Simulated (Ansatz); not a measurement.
## FeAs2 (Lollingite): the LDA gap against the k mesh of the density

Aim: see how gap, energy and time of FeAs2 (Lollingite) follow the k mesh of the density.

Method: DFT, LDA, plane waves, PAW, in Ansatz 0.2.0.

### 1. Set-up

It takes space group Pnnm (No. 58, orthorhombic). The conventional cell has a = 5.301 Å, b = 5.986 Å, c = 2.882 Å, α = 90.00°, β = 90.00°, γ = 90.00°. Fe has 6 As at 2.36 to 2.39 Å nearest. Nearest to As lie 3 Fe at 2.36 to 2.39 Å and 1 As at 2.49 Å. Farther neighbours, and contacts between anions beyond the nearest, are not listed.

Coordinates:

```cif
data_structure
_symmetry_space_group_name_H-M 'Pnnm'
_symmetry_Int_Tables_number 58
_cell_length_a 5.3012
_cell_length_b 5.9858
_cell_length_c 2.8822
_cell_angle_alpha 90.000
_cell_angle_beta 90.000
_cell_angle_gamma 90.000
_cell_volume 91.46
loop_
_atom_site_label
_atom_site_type_symbol
_atom_site_symmetry_multiplicity
_atom_site_Wyckoff_symbol
_atom_site_fract_x
_atom_site_fract_y
_atom_site_fract_z
_atom_site_occupancy
Fe1 Fe 2 a 0.00000 0.00000 0.00000 1
As1 As 4 g 0.17630 0.36240 0.00000 1
```

The cell and positions come from the Crystallography Open Database and are kept as given unless a step says otherwise. The default PAW set here is soft_2. Its files were made with PBE.

### 2. k mesh of the density: 2×2×2

File input.yaml:

```yaml
crystal:
  lattice:
    - [5.3012, 0.0, 0.0]
    - [0.0, 5.9858, 0.0]
    - [0.0, 0.0, 2.8822]
  atoms:
    - { symbol: Fe, position: [0.0, 0.0, 0.0] }
    - { symbol: Fe, position: [0.5, 0.5, 0.5] }
    - { symbol: As, position: [0.1763, 0.3624, 0.0] }
    - { symbol: As, position: [0.8237, 0.6376, 0.0] }
    - { symbol: As, position: [0.6763, 0.1376, 0.5] }
    - { symbol: As, position: [0.3237, 0.8624, 0.5] }
kpoints:
  mp_grid: { grid: [2, 2, 2] }
  band_path:
    path:
      - [0.0, 0.0, 0.0]
      - [0.5, 0.0, 0.0]
      - [0.5, 0.5, 0.0]
      - [0.0, 0.5, 0.0]
      - [0.0, 0.0, 0.5]
      - [0.5, 0.0, 0.5]
      - [0.5, 0.5, 0.5]
      - [0.0, 0.5, 0.5]
      - [0.0, 0.5, 0.2]
      - [0.0, 0.0, 0.3]
      - [0.0, 0.25, 0.25]
    npoints: 1
hamiltonian:
  xc: lda
scf:
  occupations: { method: fixed }
  n_extra_bands: 6
output:
  eigenvalues: true
  forces: true
  stress: true
  write_density: true
  write_potential: true
  elf: true
  volumetric_format: npy
```

Launch:

```console
ansatz run input.yaml --threads 3 --pin off --max-ram 92160MiB --backend cuda --events-out ev --progress --plain --runs-dir out --devices 1 --max-vram 13GiB
```

Output:

```text
scf.n_extra_bands = 6 over 46 filled bands (N_el = 92.0): the run solves 52 bands
GPUs: using 1 of 1 available (devices: 1).
Engine: ansatz 0.2.0, x86_64-unknown-linux-gnu
Pseudopotentials: kind: paw
Pseudopotential: Fe, paw, valence charge 16, recommended cutoff 420 eV (normal), Fe.paw.azcp
Pseudopotential: As, paw, valence charge 15, recommended cutoff 420 eV (normal), As.paw.azcp
Functional definition: SPW92
  exchange = slater_x
  correlation = pw_c
device memory: the entry about to start is reckoned to put 2.3 GiB on a device that reports 38.6 GiB free (of which the cap on the GPU budget leaves the run 13.0 GiB)
GPU FFT provider: cuFFT
GPU libraries: cuBLAS 13.8.2, cuFFT 12.4.0, cuSOLVER 12.3.4
Crystal: 6 atoms, lattice volume = 91.458 Å³
Basis set: ecut = 420 eV, 1781 PW (Γ)
Bands: 52, of which v1, the nominal top of the filled ones, is band 46 counted from 1 (45 counted from 0)
Symmetry: 8 space group operations
Space group: Pnnm (ITA 58), of the structure as read, at distance tolerance 4.5e-5 Å
k-points: 8
Non-local potential: Fe, projectors of the file, l = 0: 3, l = 1: 2, l = 2: 3, l = 3: 1
Non-local potential: As, projectors of the file, l = 0: 2, l = 1: 2, l = 2: 3, l = 3: 1
PAW form: soft (Blöchl's): semilocal exchange-correlation on the pseudo side does not see the compensation charge
PAW frozen core: Fe, regenerated for the run's functional, and the local potential with it (the file was generated under x = pbe(κ = 0.804, μ = 0.219515), c = pbe(β = 0.066725))
PAW frozen core: As, regenerated for the run's functional, and the local potential with it (the file was generated under x = pbe(κ = 0.804, μ = 0.219515), c = pbe(β = 0.066725))
PAW one-centre angular grid: Fe, 590 points (default); XC on 64 Gauss nodes
PAW one-centre angular grid: As, 590 points (default); XC on 64 Gauss nodes
Initial density: superposition of atomic densities (neutral atoms: chi_scale 0, normalization atom), corrected by the library's trained network
Initial wavefunctions: pseudopotential atomic-orbital guess
GPU buffer pool allocated for 32400 grid points (all kernels)
GPU transforms: local potential and band sums: pruned to the plane-wave sphere, on 36×45×20
Functional: x = slater, c = lda
SCF iter   1: F=—  HF=-27938.001958 eV  |F-HF|=—  |Δ(HF+E_count)|=         —  Δρ=1.31e-2  dr2=7.44e-2  ethr=1.77e-3  ⟨swp⟩=4.4  Hψ=1222  notcnv=0  defer=32
preconditioner: auto → Resta (q_TF=auto, 2.731 Å⁻¹)  ε∞=12.4  [insulator: Δε(μ)=0.567 eV  Ē_g=6.902 eV  n_scr=38 (ndim 8)  ℏωp=23.3 eV  f_vac=0.000  ε∞_Penn≈12.4]
SCF iter   2: F=—  HF=-27937.981167 eV  |F-HF|=—  |Δ(HF+E_count)|=   2.08e-2  Δρ=8.67e-3  dr2=3.42e-2  ethr=8.08e-5  ⟨swp⟩=2.0  Hψ=529  notcnv=0  defer=32
SCF iter   3: F=—  HF=-27937.979717 eV  |F-HF|=—  |Δ(HF+E_count)|=   1.45e-3  Δρ=8.32e-3  dr2=6.54e-2  ethr=3.72e-5  ⟨swp⟩=3.0  Hψ=786  notcnv=0  defer=32
SCF iter   4: F=—  HF=-27937.970811 eV  |F-HF|=—  |Δ(HF+E_count)|=   8.91e-3  Δρ=1.32e-3  dr2=1.46e-3  ethr=3.72e-5  ⟨swp⟩=2.9  Hψ=517  notcnv=0  defer=32
SCF iter   5: F=—  HF=-27937.970490 eV  |F-HF|=—  |Δ(HF+E_count)|=   3.21e-4  Δρ=4.31e-4  dr2=1.59e-4  ethr=1.59e-6  ⟨swp⟩=2.0  Hψ=565  notcnv=0  defer=32
SCF iter   6: F=—  HF=-27937.970034 eV  |F-HF|=—  |Δ(HF+E_count)|=   4.56e-4  Δρ=1.39e-4  dr2=1.79e-5  ethr=1.73e-7  ⟨swp⟩=2.2  Hψ=599  notcnv=0  defer=21
SCF iter   7: F=—  HF=-27937.970729 eV  |F-HF|=—  |Δ(HF+E_count)|=   6.95e-4  Δρ=6.58e-5  dr2=3.13e-6  ethr=1.95e-8  ⟨swp⟩=2.4  Hψ=699  notcnv=0  defer=15
SCF iter   8: F=—  HF=-27937.970729 eV  |F-HF|=—  |Δ(HF+E_count)|=   4.71e-7  Δρ=1.29e-5  dr2=1.19e-7  ethr=3.41e-9  ⟨swp⟩=2.0  Hψ=675  notcnv=0  defer=15
SCF iter   9: F=-27937.970729 eV  HF=-27937.970729 eV  |F-HF|=6.79e-8  |Δ(HF+E_count)|=   2.68e-8  Δρ=1.05e-5  dr2=8.30e-8  ethr=1.09e-10  ⟨swp⟩=13.2  Hψ=3241  notcnv=0
SCF 1 converged in 9 iterations: F = -27937.970729 eV  dr2 = 8.30e-8
  Residual-converged pass: ⟨swp⟩=1.2  Hψ=452  notcnv=0  max |occ|·‖R‖ = 6.6e-9 eV (tolerance 1.0e-8 eV)  dr2=8.30e-8  dr2_onsite=1.42e-8  max |Δocc| = 0.0e0
[...]
device memory: the entry about to start is reckoned to put 1.7 GiB on a device that reports 40.5 GiB free (of which the cap on the GPU budget leaves the run 13.0 GiB)
NSCF: frozen V_eff on 11 k-points
SCF converged after 9 iterations
Free energy (F): -27937.970729 eV
Harris-Foulkes:  -27937.970729 eV  (|F-HF|=6.79e-8)
Internal energy: -27937.970729 eV  (E = F + TS)
E sigma→0 (E₀):  -27937.970729 eV
Fermi energy:    14.300725 eV
--- Per-component energies (eV) ---
  E_band       = -1227.592612
  E_kinetic    = 1129.021820
  E_local      = -10547.741334  (includes V_loc(G=0)·N_el)
  E_nonlocal   = -2219.487784
  E_hartree    = 5364.501382
  E_xc         = -555.900019
  E_vxc        = -629.143408  (∫ρ·V_xc dr)
  E_paw        = -9625.593633  (= ΣΔE_a)
  E_vpaw       = 310.727288  (= ΣTr[D̂ρ^β])
  E_aug_tail   = 0.001585  (compensation charges beyond the density's cutoff)
  E_ewald      = -11491.876738
  E_core_change = 9.103992  (= ΣΔE_core)
  E_smearing   = -0.000000  (= −TS)
  E_closure    = 0.000000  (closes the sum)
  Σ components = -27937.970729   (vs F -27937.970729, Δ=0.00e0)
--- Forces (eV/Å), atoms counted from 1 ---
  atom   1  Fe     0.00000000     0.00000000     0.00000000
  atom   2  Fe     0.00000000     0.00000000     0.00000000
  atom   3  As     0.46966256    -0.35885730     0.00000000
  atom   4  As    -0.46966256     0.35885730     0.00000000
  atom   5  As     0.46966256     0.35885730     0.00000000
  atom   6  As    -0.46966256    -0.35885730     0.00000000
  max |Σ_I F_I| component: 1.11e-16 eV/Å
--- Stress (GPa, compression-positive) ---
       -1.659394       0.000000       0.000000
        0.000000      -4.338646       0.000000
        0.000000       0.000000     -24.129596
  P = ⅓ Tr σ = -10.0425 GPa (-100.425 kbar)
--- Band table (eV; the first three rows and the last of 8) ---
  k-point 0: bands = [... 42 lower, 13.7524, 14.0849, 14.2359, 14.3007, 15.8912, 16.6818, 18.4415, 18.9051, ... 2 higher]
  k-point 1: bands = [... 42 lower, 13.3994, 13.3994, 13.9697, 13.9697, 14.8595, 14.8595, 16.1363, 16.1363, ... 2 higher]
  k-point 2: bands = [... 42 lower, 14.0451, 14.0451, 14.1759, 14.1759, 16.6649, 16.6649, 17.1491, 17.1491, ... 2 higher]
  k-point 7: bands = [... 42 lower, 13.4991, 13.4991, 14.2542, 14.2542, 14.8956, 14.8956, 16.6906, 16.6906, ... 2 higher]
```

Elapsed: 7.2 s, on 1 × NVIDIA H100 80GB HBM3 (shared by 6 runs) with 3 threads of AMD EPYC 7R13 (Zen 3), shared host; peak memory 0.96 GiB.

In the SCF lines HF is the Harris–Foulkes energy and dr2 the Hartree energy of the density residual, in eV; the loop may stop once dr2 is under the threshold and the program's other checks hold. Hψ counts applications of the Hamiltonian.

Numbers from this step:

| Item | Value |
| --- | --- |
| pressure | -10.04 GPa |
| gap | 0.2759 eV |
| valence top at | k = (0.000, 0.500, 0.200) |
| conduction bottom at | k = (0.000, 0.000, 0.300) |
| least direct gap | 0.4612 eV |

The gap is indirect, with the least direct gap 0.19 eV higher.

### 3. k mesh of the density: 2×2×4

input.yaml: that of step 2 with these lines changed.

```diff
@@ -13,3 +13,3 @@
 kpoints:
-  mp_grid: { grid: [2, 2, 2] }
+  mp_grid: { grid: [2, 2, 4] }
   band_path:
```

Output:

```text
[...]
GPUs: using 1 of 1 available (devices: 1).
[...]
GPU FFT provider: cuFFT
GPU libraries: cuBLAS 13.8.2, cuFFT 12.4.0, cuSOLVER 12.3.4
Crystal: 6 atoms, lattice volume = 91.458 Å³
Basis set: ecut = 420 eV, 1781 PW (Γ)
Bands: 52, of which v1, the nominal top of the filled ones, is band 46 counted from 1 (45 counted from 0)
Symmetry: 8 space group operations
[...]
k-point 0: bands = [... 42 lower, 13.6045, 13.9391, 14.0181, 14.0832, 15.7596, 16.7112, 18.4491, 18.9544, ... 2 higher]
  k-point 1: bands = [... 42 lower, 13.4871, 13.5277, 13.5724, 13.7297, 14.4352, 15.2243, 15.8018, 16.5930, ... 2 higher]
  k-point 2: bands = [... 42 lower, 13.2738, 13.2738, 13.8370, 13.8370, 14.7008, 14.7008, 16.0434, 16.0434, ... 2 higher]
  k-point 11: bands = [... 42 lower, 13.3623, 13.3623, 14.1846, 14.1846, 14.7225, 14.7225, 16.6393, 16.6393, ... 2 higher]
[key lines of the parts left out:]
SCF converged after 8 iterations
Free energy (F): -27936.699645 eV
Fermi energy:    14.184582 eV
P = ⅓ Tr σ = -9.0105 GPa (-90.105 kbar)
```

Wall time 4.1 s (1 × NVIDIA H100 80GB HBM3 (shared by 6 runs) with 3 threads); peak memory 0.94 GiB; 4 s of CPU time.

Numbers from this step:

| Item | Value |
| --- | --- |
| pressure | -9.011 GPa |
| gap | 0.2345 eV |
| valence top at | R |
| conduction bottom at | k = (0.000, 0.000, 0.300) |
| least direct gap | 0.4651 eV |

The gap is 0.234 eV, −0.041 eV from the run before at this level.

### 4. k mesh of the density: 4×4×8 (the default)

input.yaml, the sections that differ from step 3:

```yaml
kpoints:
  mp_grid: { grid: [4, 4, 8] }
  band_path:
    path:
      - [[0.0, 0.0, 0.0], [0.5, 0.0, 0.0], [0.5, 0.5, 0.0], [0.0, 0.5, 0.0], [0.0, 0.0, 0.0], [0.0, 0.0, 0.5], [0.5, 0.0, 0.5], [0.5, 0.5, 0.5], [0.0, 0.5, 0.5], [0.0, 0.0, 0.5]]
      - [[0.5, 0.0, 0.0], [0.5, 0.0, 0.5]]
      - [[0.0, 0.5, 0.0], [0.0, 0.5, 0.5]]
      - [[0.5, 0.5, 0.0], [0.5, 0.5, 0.5]]
    npoints: 10
scf:
  occupations: { method: fermi_dirac, width: 0.02 }
  n_extra_bands: 6
# crystal, hamiltonian, output: as in step 3
```

Output:

```text
[...]
GPUs: using 1 of 1 available (devices: 1).
[...]
GPU FFT provider: cuFFT
GPU libraries: cuBLAS 13.8.2, cuFFT 12.4.0, cuSOLVER 12.3.4
Crystal: 6 atoms, lattice volume = 91.458 Å³
Basis set: ecut = 420 eV, 1781 PW (Γ)
Bands: 52, of which v1, the nominal top of the filled ones, is band 46 counted from 1 (45 counted from 0)
Symmetry: 8 space group operations
[...]
k-point 0: bands = [... 42 lower, 13.6811, 14.0329, 14.0883, 14.1682, 15.8382, 16.7028, 18.4355, 18.9435, ... 2 higher]
  k-point 1: bands = [... 42 lower, 13.6676, 13.8620, 13.9628, 14.0369, 15.1978, 15.9386, 17.1827, 18.1454, ... 2 higher]
  k-point 2: bands = [... 42 lower, 13.5362, 13.6139, 13.6411, 13.8260, 14.4913, 15.2452, 15.8747, 16.6293, ... 2 higher]
  k-point 44: bands = [... 42 lower, 13.4362, 13.4362, 14.2059, 14.2059, 14.8032, 14.8032, 16.6758, 16.6758, ... 2 higher]
[key lines of the parts left out:]
SCF converged after 8 iterations
Free energy (F): -27936.825829 eV
Fermi energy:    14.369420 eV
P = ⅓ Tr σ = -9.2221 GPa (-92.221 kbar)
```

It took 14 s on 1 × NVIDIA H100 80GB HBM3 (shared by 6 runs) with 3 threads; peak memory 0.98 GiB.

This step gave:

- pressure: -9.222 GPa
- gap: 0.2385 eV
- valence top at: k = (0.000, 0.500, 0.200)
- conduction bottom at: k = (0.000, 0.000, 0.300)
- least direct gap: 0.4331 eV

The gap is 0.238 eV, +0.004 eV from the run before at this level.

### 5. k mesh of the density: 6×6×12

input.yaml, the sections that differ from step 4:

```yaml
kpoints:
  mp_grid: { grid: [6, 6, 12] }
  band_path:
    path:
      - [0.0, 0.0, 0.0]
      - [0.5, 0.0, 0.0]
      - [0.5, 0.5, 0.0]
      - [0.0, 0.5, 0.0]
      - [0.0, 0.0, 0.5]
      - [0.5, 0.0, 0.5]
      - [0.5, 0.5, 0.5]
      - [0.0, 0.5, 0.5]
      - [0.0, 0.5, 0.2]
      - [0.0, 0.0, 0.3]
      - [0.0, 0.25, 0.25]
    npoints: 1
scf:
  occupations: { method: fixed }
  n_extra_bands: 6
# crystal, hamiltonian, output: as in step 4
```

Output:

```text
[...]
GPUs: using 1 of 1 available (devices: 1).
[...]
GPU FFT provider: cuFFT
GPU libraries: cuBLAS 13.8.2, cuFFT 12.4.0, cuSOLVER 12.3.4
Crystal: 6 atoms, lattice volume = 91.458 Å³
Basis set: ecut = 420 eV, 1781 PW (Γ)
Bands: 52, of which v1, the nominal top of the filled ones, is band 46 counted from 1 (45 counted from 0)
Symmetry: 8 space group operations
[...]
k-point 0: bands = [... 42 lower, 13.6804, 14.0325, 14.0869, 14.1671, 15.8378, 16.7031, 18.4356, 18.9439, ... 2 higher]
  k-point 1: bands = [... 42 lower, 13.6753, 13.9819, 14.0067, 14.1075, 15.6722, 16.0775, 17.9648, 18.3764, ... 2 higher]
  k-point 2: bands = [... 42 lower, 13.6534, 13.7183, 13.8920, 13.9372, 14.7777, 15.9065, 16.3978, 17.6395, ... 2 higher]
  k-point 111: bands = [... 42 lower, 13.4357, 13.4357, 14.2056, 14.2056, 14.8021, 14.8021, 16.6757, 16.6757, ... 2 higher]
[key lines of the parts left out:]
SCF converged after 9 iterations
Free energy (F): -27936.825006 eV
Fermi energy:    14.242267 eV
P = ⅓ Tr σ = -9.2202 GPa (-92.202 kbar)
```

Run time: 12 s. Hardware: 1 × NVIDIA H100 80GB HBM3 (shared by 6 runs) with 3 threads; peak memory 1.1 GiB; 13 s of CPU time.

This step gave:

* pressure: -9.220 GPa
* gap: 0.2356 eV
* valence top at: k = (0.000, -0.500, 0.167)
* conduction bottom at: k = (0.000, 0.000, 0.300)
* least direct gap: 0.4323 eV

The gap is 0.236 eV, −0.003 eV from the run before at this level.

### 6. The series

Differences are against the last row; a negative gap means that bands overlap, and a run with a band path holds that path's time. Times are wall times on 1 × NVIDIA H100 80GB HBM3 (shared by 6 runs) with 3 threads of AMD EPYC 7R13 (Zen 3), shared host, good to a factor of about two.

```
k mesh of the density  gap (eV)  direct gap (eV)  gap error (eV)  energy error (meV/atom)  irreducible k   time
                2×2×2     0.276            0.461          +0.040                   −191.0              8  7.2 s
                2×2×4     0.234            0.465          −0.001                    +20.9             12  4.1 s
                4×4×8     0.238            0.433          +0.003                     −0.1             45   14 s
               6×6×12     0.236            0.432          +0.000                     +0.0            112   12 s
```

### 7. Summary of results

| Property | Result |
| --- | --- |
| 2×2×2 | 0.276 eV |
| 2×2×4 | 0.234 eV |
| 4×4×8 | 0.238 eV |
| 6×6×12 | 0.236 eV |

In words: The gap holds to 0.02 eV from 2×2×4 on. At 2×2×2 the gap is off by +0.040 eV and the energy by −191 meV/atom. The gap is read over the mesh and added points near the edges, so meshes differ mainly through the density and, for a hybrid, the exchange operator. The runs have no spin polarisation. For a closed low-spin shell that is the natural state; where a d or f shell is open it is a constraint, and the gap is then not the crystal's own.

[Long decimals in the printed logs are rounded to 6 places.]

[Logs are printed without paths, hosts, clocks, repeated set-up lines and the standing remarks that a program may print on its own settings, such as how far it seeks lower states.]

[Paths, hosts, dates, memory and timing lines, banners, echoed tables and standing remarks are left out of the program output; an Ansatz launch command may be rebuilt from the run's recorded settings. Measured values are a selection of at most five: reports struck by readers or far from the other reports are left out. None is set beside runs whose start may be inverted or whose files or cutoffs have a known fault.]

[Runs of the session that timed out or met a known fault of the program may be left out.]

[Cells called generated may have been cut or substituted from an entry of the Crystallography Open Database or the Materials Project.]

[Hosts, paths, dates, database ids (printed as entryN), source tags and the programs' standing remarks are cut or masked in the printed files.]

[Where the starting crystal was built by hand or by swapping elements, it need not be the compound's stable phase.]
